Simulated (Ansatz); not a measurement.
# Quasi-harmonic thermodynamics of CdS (Greenockite, P6_3mc), part 2 of 2

Wanted: α(T), C_P(T) and B(T) of CdS (Greenockite) in the quasi-harmonic approximation.

Ansatz 0.2.0; DFT LDA, scalar-relativistic, plane waves, PAW; PAW set soft_1.

So far. Step 2 (Probe on a coarse mesh): The start is under -3.1 GPa at this level and looks like an insulator or semiconductor on this mesh. Step 4 (Relaxing to small residual forces and stress): The residual pressure is -0.0017 GPa, small enough for phonons. The relaxed cell has a = 4.074, c = 6.639 Å (conventional setting).

The database entry behind the starting cell differs from later determinations by our own check (about 0.35 % long), so it need not match the best structure at ambient conditions.

## (5) The quasi-harmonic study

The study relaxes the crystal at several strains, solves the phonons on some of them and minimises the free energy at each temperature (static energy, vibrations, the electrons in a metal, and PV under a set pressure); the q-mesh sets how far the force constants reach.

File input.yaml:

```yaml
crystal:
  lattice:
    - [4.0738436099, 0.0, 0.0]
    - [-2.0369218049, 3.5280520572, 0.0]
    - [0.0, 0.0, 6.6387608611]
  atoms:
    - { symbol: Cd, position: [0.3333333333, 0.6666666667, -0.0005357185] }
    - { symbol: Cd, position: [0.6666666667, 0.3333333333, 0.4994642815] }
    - { symbol: S, position: [0.3333333333, 0.6666666667, 0.3755357185] }
    - { symbol: S, position: [0.6666666667, 0.3333333333, 0.8755357185] }
kpoints:
  mp_grid: { grid: [9, 9, 4] }
hamiltonian:
  xc: lda
  pseudopotentials: { kind: paw, azcp: { folder: soft_1 }, xc_functional: pbe }
scf:
  occupations: { method: fixed }
  lower_state_search: "off"
output:
  eigenvalues: true
phonons:
  method: dfpt
  qmesh: [3, 3, 2]
  temperatures: { t_max: 800.0, t_step: 50 }
  thermal_expansion: {}
```

Command:

```sh
> ansatz run input.yaml --threads 18 --pin off --max-ram 92160MiB --backend cuda --events-out ev --progress --plain --runs-dir out --max-vram 78GiB
```

Numbers of over 12 decimals in the logs are rounded to 6 here.

Output:

```text
Warning: phonons: the dynamical matrix that this run interpolates holds no multipole term above the dipole-dipole one, and a site of this crystal is no centre of inversion, so its interpolated transverse optical and acoustic branches and sound speeds can stay off near Gamma, and the density of states and the thermodynamics with them. What a run solves at a wave vector of phonons.qpoints, Gamma apart, where the deck admits one, is free of this, and under fd what a larger phonons.supercell samples
[...]
Crystal: 4 atoms, lattice volume = 95.417 Å³
Basis set: ecut = 487.2 eV, 2333 PW (Γ), exchange–correlation on 60×60×96 points (8 copies of the dense FFT grid, shifted against one another)
Bands: 32, of which v1, the nominal top of the filled ones, is band 26 counted from 1 (25 counted from 0)
Symmetry: 12 space group operations
[...]
k-points: 36 of 324 (time reversal used)
[...]
SCF iter   1: F=—  HF=-17977.539668 eV  |F-HF|=—  |Δ(HF+E_count)|=         —  Δρ=2.34e-2  dr2=4.49e-1  ethr=3.10e-3  ⟨swp⟩=4.9  Hψ=4060  notcnv=0  defer=139
[...]
SCF iter   2: F=—  HF=-17977.434733 eV  |F-HF|=—  |Δ(HF+E_count)|=   1.05e-1  Δρ=1.21e-2  dr2=1.17e-1  ethr=8.64e-4  ⟨swp⟩=3.0  Hψ=2106  notcnv=0  defer=143
[...]
SCF iter  10: F=-17977.410768 eV  HF=-17977.410768 eV  |F-HF|=3.64e-12  |Δ(HF+E_count)|=  5.46e-11  Δρ=6.58e-8  dr2=4.36e-12  ethr=1.00e-12  ⟨swp⟩=12.2  Hψ=6622  notcnv=0
SCF 1 converged in 10 iterations: F = -17977.410768 eV  dr2 = 4.36e-12
[...]
relax step   1: F+E_penalty+E_count = -17977.41076756 eV  Δ(F+E_penalty+E_count) = +0.000e0 eV  max|allowed force component| = 1.417e-4 eV/Å  Δτ_max = 0.0000 Å  (10 SCF iters, accepted)
[...]
SCF iter   2: F=—  HF=-17977.410768 eV  |F-HF|=—  |Δ(HF+E_count)|=  2.55e-11  Δρ=2.69e-7  dr2=4.08e-11  ethr=1.00e-12  ⟨swp⟩=1.0  Hψ=1080  notcnv=0
[...]
SCF 2 converged in 3 iterations: F = -17977.410768 eV  dr2 = 1.92e-12
[...]
relax step   2: F+E_penalty+E_count = -17977.41076756 eV  Δ(F+E_penalty+E_count) = -3.092e-9 eV  max|allowed force component| = 6.315e-5 eV/Å  Δτ_max = 0.0000 Å  (3 SCF iters, accepted)
[...]
SCF 3 converged in 2 iterations: F = -17977.410768 eV  dr2 = 2.62e-11
relax step   3: F+E_penalty+E_count = -17977.41076756 eV  Δ(F+E_penalty+E_count) = -7.567e-10 eV  max|allowed force component| = 1.945e-6 eV/Å  Δτ_max = 0.0000 Å  (2 SCF iters, accepted)
SCF converged after 2 iterations
[...]
thermal expansion: relaxation of cell 15
thermal expansion, relaxation of cell 15: device memory: the entry about to start is reckoned to put 2.2 GiB on a device that reports 126.7 GiB free (of which the cap on the GPU budget leaves the run 78.0 GiB)
thermal expansion: relaxation of cell 16
[...]
thermal expansion: relaxation of cell 17
[...]
thermal expansion: phonons of cell 9
thermal expansion, phonons of cell 9: device memory: the entry about to start is reckoned to put 2.5 GiB on a device that reports 126.7 GiB free (of which the cap on the GPU budget leaves the run 78.0 GiB)
thermal expansion: phonons of cell 10
[...]
thermal expansion: phonons of cell 11
[...]
thermal expansion: phonons of cell 12
[...]
--- Relaxed structure (3 steps of the walk, 3 accepted, 0 SCFs on fresh bases) ---
  F+E_penalty+E_count = -17977.41076756 eV   max|allowed force component| = 1.945e-6 eV/Å
  atoms:
    - { symbol: Cd, position: [0.333333, 0.666667, -0.000537722] }
    - { symbol: Cd, position: [0.666667, 0.333333, 0.499462] }
    - { symbol: S, position: [0.333333, 0.666667, 0.375538] }
    - { symbol: S, position: [0.666667, 0.333333, 0.875538] }
--- Thermal expansion: 17 cells in 3 rounds, 0 GPa ---
  no lower state was looked for at cell 6: scf.lower_state_search: off
  without vibrations: a 4.07388, b 4.07388, c 6.63860 Å, V 95.4164 Å³, B 67.72 GPa
  at 0 K: a 4.07987, b 4.07987, c 6.64682 Å, V 95.8158 Å³, B 66.66 GPa
  zero-point expansion: a +0.147, b +0.147, c +0.124, V +0.419 %
      T/K        a/Å        b/Å        c/Å       V/Å³ | expansion of a, b, c, V (1e-6/K)   | that of V in the mean from 25 °C | C_P, C_V (J/mol K of the cell) | B_T, B_S (GPa)
     0.00    4.07987    4.07987    6.64682    95.8158 |    0.00    0.00    0.00    0.00 |    1.95 |     0.000     0.000 |    66.66    66.66
   100.00    4.07911    4.07911    6.64542    95.7601 |   -0.70   -0.70   -1.27   -2.67 |    5.87 |    59.265    59.263 |    65.89    65.90
   200.00    4.07963    4.07963    6.64568    95.7880 |    2.66    2.66    1.57    6.89 |    8.89 |    84.311    84.275 |    64.50    64.52
   298.15    4.08098    4.08098    6.64709    95.8716 |    3.90    3.90    2.62   10.42 |       - |    92.232    92.114 |    63.04    63.12
   350.00    4.08184    4.08184    6.64805    95.9262 |    4.28    4.28    2.93   11.49 |   10.99 |    94.263    94.097 |    62.26    62.37
   450.00    4.08370    4.08370    6.65015    96.0439 |    4.79    4.79    3.36   12.93 |   11.83 |    96.532    96.267 |    60.77    60.94
   550.00    4.08574    4.08574    6.65250    96.1736 |    5.17    5.17    3.68   14.01 |   12.50 |    97.776    97.405 |    59.30    59.52
   650.00    4.08791    4.08791    6.65504    96.3130 |    5.49    5.49    3.96   14.94 |   13.08 |    98.559    98.072 |    57.84    58.13
   750.00    4.09022    4.09022    6.65776    96.4612 |    5.80    5.80    4.22   15.81 |   13.61 |    99.110    98.495 |    56.41    56.76
   800.00    4.09143    4.09143    6.65918    96.5385 |    5.95    5.95    4.35   16.24 |   13.86 |    99.334    98.650 |    55.70    56.09
  stiffness (GPa) against the strains that keep the symmetry, 3 along the crystal's axis
    without vibrations: C11 + C12 151.62, C13 50.55, C33 104.15
  the static fit leaves 0.000 meV an atom of the energies and, of the stresses, 0.000 GPa of each cell's largest along a strain (root mean squares over the cells), whose Pulay part it has at -0.014 GPa
  vibrations' free energy: its fit passes through its cells
  the electrons' free energy at temperature is not in it: every band gap is over 0.83 eV
  free energies summed between the sampled wave vectors
  estimated error of the fitted expansion in any direction: up to 0.490e-6/K, at 600 K (an estimate, not a bound: it was exceeded on models of known expansion)
  by sums over the sampled wave vectors an expansion of the volume parts by up to 0.94e-6/K
  by a static energy of one degree less an expansion of the volume parts by up to 0.01e-6/K
  the FFT grids of the static calculations differ: 30 × 30 × 48, 30 × 30 × 50
  the FFT grids of the phonon calculations differ: 30 × 30 × 48, 30 × 30 × 50
  band gaps on the cells' k-points are 0.958 to 1.092 eV
```

The job ended after 1.8 min (1 × NVIDIA GB200 with 18 threads of Arm Neoverse V2, shared host; peak memory 2.9 GiB).

Numbers from this step:

| Property | Result |
| --- | --- |
| pressure | -4.75e-4 GPa |
| volume expansion coefficient at 298 K | 10.42 1e-6/K |
| C_P at 298 K | 23.06 J/mol-atom/K |
| entropy at 298 K | 35.79 J/mol-atom/K |
| isothermal bulk modulus at 298 K | 63.04 GPa |
| Grüneisen parameter at 298 K | 0.4118 |
| volume at 298 K | 23.97 Å³/atom |
| principal linear expansion coefficients at 298 K | 2.62, 3.902, 3.902 1e-6/K |

Strained cells of the study; zero-point energy where phonons were solved; the pressures are stresses at a fixed cutoff and can carry an offset from the finite basis. Expansion cells, by row:

```tsv
cell	|a| (Å)	|b| (Å)	|c| (Å)	V (Å³/atom)	E - E_lowest (meV/atom)	pressure, compression positive (GPa)	gap (eV)	zero-point energy (meV/atom)
1	4.074	4.074	6.639	23.85	0	-0.014	1.026	-
2	4.106	4.106	6.692	24.43	2.825	-1.546	0.9728	-
3	4.042	4.042	6.586	23.29	2.939	1.696	1.079	-
4	4.054	4.054	6.704	23.85	0.574	-0.034	0.9951	-
5	4.094	4.094	6.574	23.85	0.552	-0.014	1.052	-
6	4.074	4.074	6.639	23.86	0.001	-0.03	1.026	33.44
7	4.095	4.095	6.672	24.22	1.151	-1.008	0.9927	32.81
8	4.064	4.064	6.671	23.86	0.138	-0.038	1.011	33.44
9	4.089	4.089	6.66	24.11	0.572	-0.72	1.004	33
10	4.104	4.104	6.681	24.36	2.216	-1.377	0.9811	32.56
11	4.098	4.098	6.626	24.09	0.661	-0.674	1.019	33.02
12	4.095	4.095	6.715	24.38	2.478	-1.424	0.9655	32.54
13	4.034	4.034	6.573	23.16	4.558	2.138	1.092	-
14	4.054	4.054	6.606	23.51	1.106	1.017	1.059	-
15	4.119	4.119	6.702	24.62	4.902	-2.003	0.9584	-
16	4.071	4.071	6.728	24.14	1.281	-0.825	0.9704	-
17	4.107	4.107	6.592	24.08	1.036	-0.634	1.032	-
```

Quasi-harmonic; a, b, c are the run's own cell vectors. Expansion, by row:

```tsv
T (K)	a (Å)	b (Å)	c (Å)	alpha (deg)	beta (deg)	gamma (deg)	cell volume (Å³/cell)	alpha_a (1e-6/K)	alpha_b (1e-6/K)	alpha_c (1e-6/K)	alpha_V (1e-6/K)	C_P (J/mol-atom/K)	C_V (J/mol-atom/K)	S (J/mol-atom/K)	B_T (GPa)	B_S (GPa)	Grueneisen	extrapolation	fit error (1e-6/K)
0	4.08	4.08	6.647	90	90	120	95.82	0	0	0	0	0	0	0	66.66	66.66	-	0	0
50	4.08	4.08	6.646	90	90	120	95.79	-2.88	-2.88	-3.12	-8.89	8.635	8.632	6.357	66.43	66.46	-0.986	0	0.17
100	4.079	4.079	6.645	90	90	120	95.76	-0.7	-0.7	-1.27	-2.67	14.82	14.82	14.32	65.89	65.9	-0.171	0	0.23
150	4.079	4.079	6.645	90	90	120	95.76	1.4	1.4	0.51	3.32	18.86	18.86	21.18	65.22	65.23	0.165	0	0.24
200	4.08	4.08	6.646	90	90	120	95.79	2.66	2.66	1.57	6.89	21.08	21.07	26.94	64.5	64.52	0.304	0	0.23
250	4.08	4.08	6.646	90	90	120	95.83	3.42	3.42	2.21	9.05	22.33	22.31	31.79	63.76	63.81	0.373	0	0.22
298.1	4.081	4.081	6.647	90	90	120	95.87	3.9	3.9	2.62	10.42	23.06	23.03	35.79	63.04	63.12	0.412	0	0.27
300	4.081	4.081	6.647	90	90	120	95.87	3.92	3.92	2.63	10.47	23.08	23.05	35.93	63.01	63.09	0.413	0	0.27
350	4.082	4.082	6.648	90	90	120	95.93	4.28	4.28	2.93	11.49	23.57	23.52	39.53	62.26	62.37	0.439	0	0.34
400	4.083	4.083	6.649	90	90	120	95.98	4.56	4.56	3.17	12.28	23.9	23.84	42.7	61.51	61.65	0.458	0	0.39
450	4.084	4.084	6.65	90	90	120	96.04	4.79	4.79	3.36	12.93	24.13	24.07	45.52	60.77	60.94	0.472	0	0.44
500	4.085	4.085	6.651	90	90	120	96.11	4.99	4.99	3.53	13.5	24.31	24.23	48.08	60.03	60.23	0.484	0	0.47
550	4.086	4.086	6.652	90	90	120	96.17	5.17	5.17	3.68	14.01	24.44	24.35	50.4	59.3	59.52	0.494	0	0.49
600	4.087	4.087	6.654	90	90	120	96.24	5.33	5.33	3.82	14.49	24.55	24.45	52.53	58.57	58.82	0.503	0	0.49
650	4.088	4.088	6.655	90	90	120	96.31	5.49	5.49	3.96	14.94	24.64	24.52	54.5	57.84	58.13	0.511	0	0.47
700	4.089	4.089	6.656	90	90	120	96.39	5.65	5.65	4.09	15.38	24.71	24.58	56.33	57.12	57.44	0.519	0	0.44
750	4.09	4.09	6.658	90	90	120	96.46	5.8	5.8	4.22	15.81	24.78	24.62	58.04	56.41	56.76	0.526	0	0.41
800	4.091	4.091	6.659	90	90	120	96.54	5.95	5.95	4.35	16.24	24.83	24.66	59.64	55.7	56.09	0.533	0	0.39
```

The expansion coefficient by temperature; values in 1e-6/K:

```tsv
temperature (K)	volume	principal 1	principal 2
0	0	0	0
50	-8.89	-3.12	-2.88
100	-2.67	-1.27	-0.7
150	3.32	0.51	1.4
200	6.89	1.57	2.66
250	9.05	2.21	3.42
298	10.4	2.62	3.9
300	10.5	2.63	3.92
350	11.5	2.93	4.28
400	12.3	3.17	4.56
450	12.9	3.36	4.79
500	13.5	3.53	4.99
550	14.0	3.68	5.17
600	14.5	3.82	5.33
650	14.9	3.96	5.49
700	15.4	4.09	5.65
750	15.8	4.22	5.8
800	16.2	4.35	5.95
```

At 298 K the volume expansion is 10.4 × 10⁻⁶/K and B_T is 63.0 GPa. The program raised the cutoff to 487.2 eV by itself: with no cutoff typed, the study takes about 1.16 times the default for its relaxations and scales it with the volume for the phonons.

## (6) Results

| Quantity | Value |
| --- | --- |
| settings of these figures | LDA, 487.2 eV, k 9×9×4, q 3×3×2 |
| volume expansion coefficient at 298 K | 10.42 1e-6/K |
| C_P at 298 K | 23.06 J/mol-atom/K |
| entropy at 298 K | 35.79 J/mol-atom/K |
| isothermal bulk modulus at 298 K | 63.04 GPa |
| Grüneisen parameter at 298 K | 0.4118 |
| volume at 298 K | 23.97 Å³/atom |
| principal linear expansion coefficients at 298 K | 2.62, 3.902, 3.902 1e-6/K |

Near room temperature CdS (Greenockite) expands by 10.4 × 10⁻⁶/K in volume by LDA, with C_P = 23.1 J/(mol K) per mole of atoms and B_T = 63.0 GPa. At low temperature the volume shrinks on warming, because modes with negative Grüneisen parameters outweigh the rest; the coefficient turns positive near 120 K. The expansion is anisotropic: the principal values at 298 K run from 2.62 to 3.90 × 10⁻⁶/K. C_P at room temperature is 92 % of the classical 3R an atom. The interpolation has no quadrupole term, so branches near the zone centre are less sure, since this crystal has sites that are not centres of inversion. The PAW files were made for PBE and are used here under another functional, for which the program regenerates the frozen cores.

[Logs are printed without paths, hosts, clocks, repeated set-up lines and the standing remarks that a program may print on its own settings, such as how far it seeks lower states.]

[Hosts, paths, dates, database ids (printed as entryN), source tags and the programs' standing remarks are cut or masked in the printed files.]

[A step with changed settings may run another functional than the one named; its input shows which.]
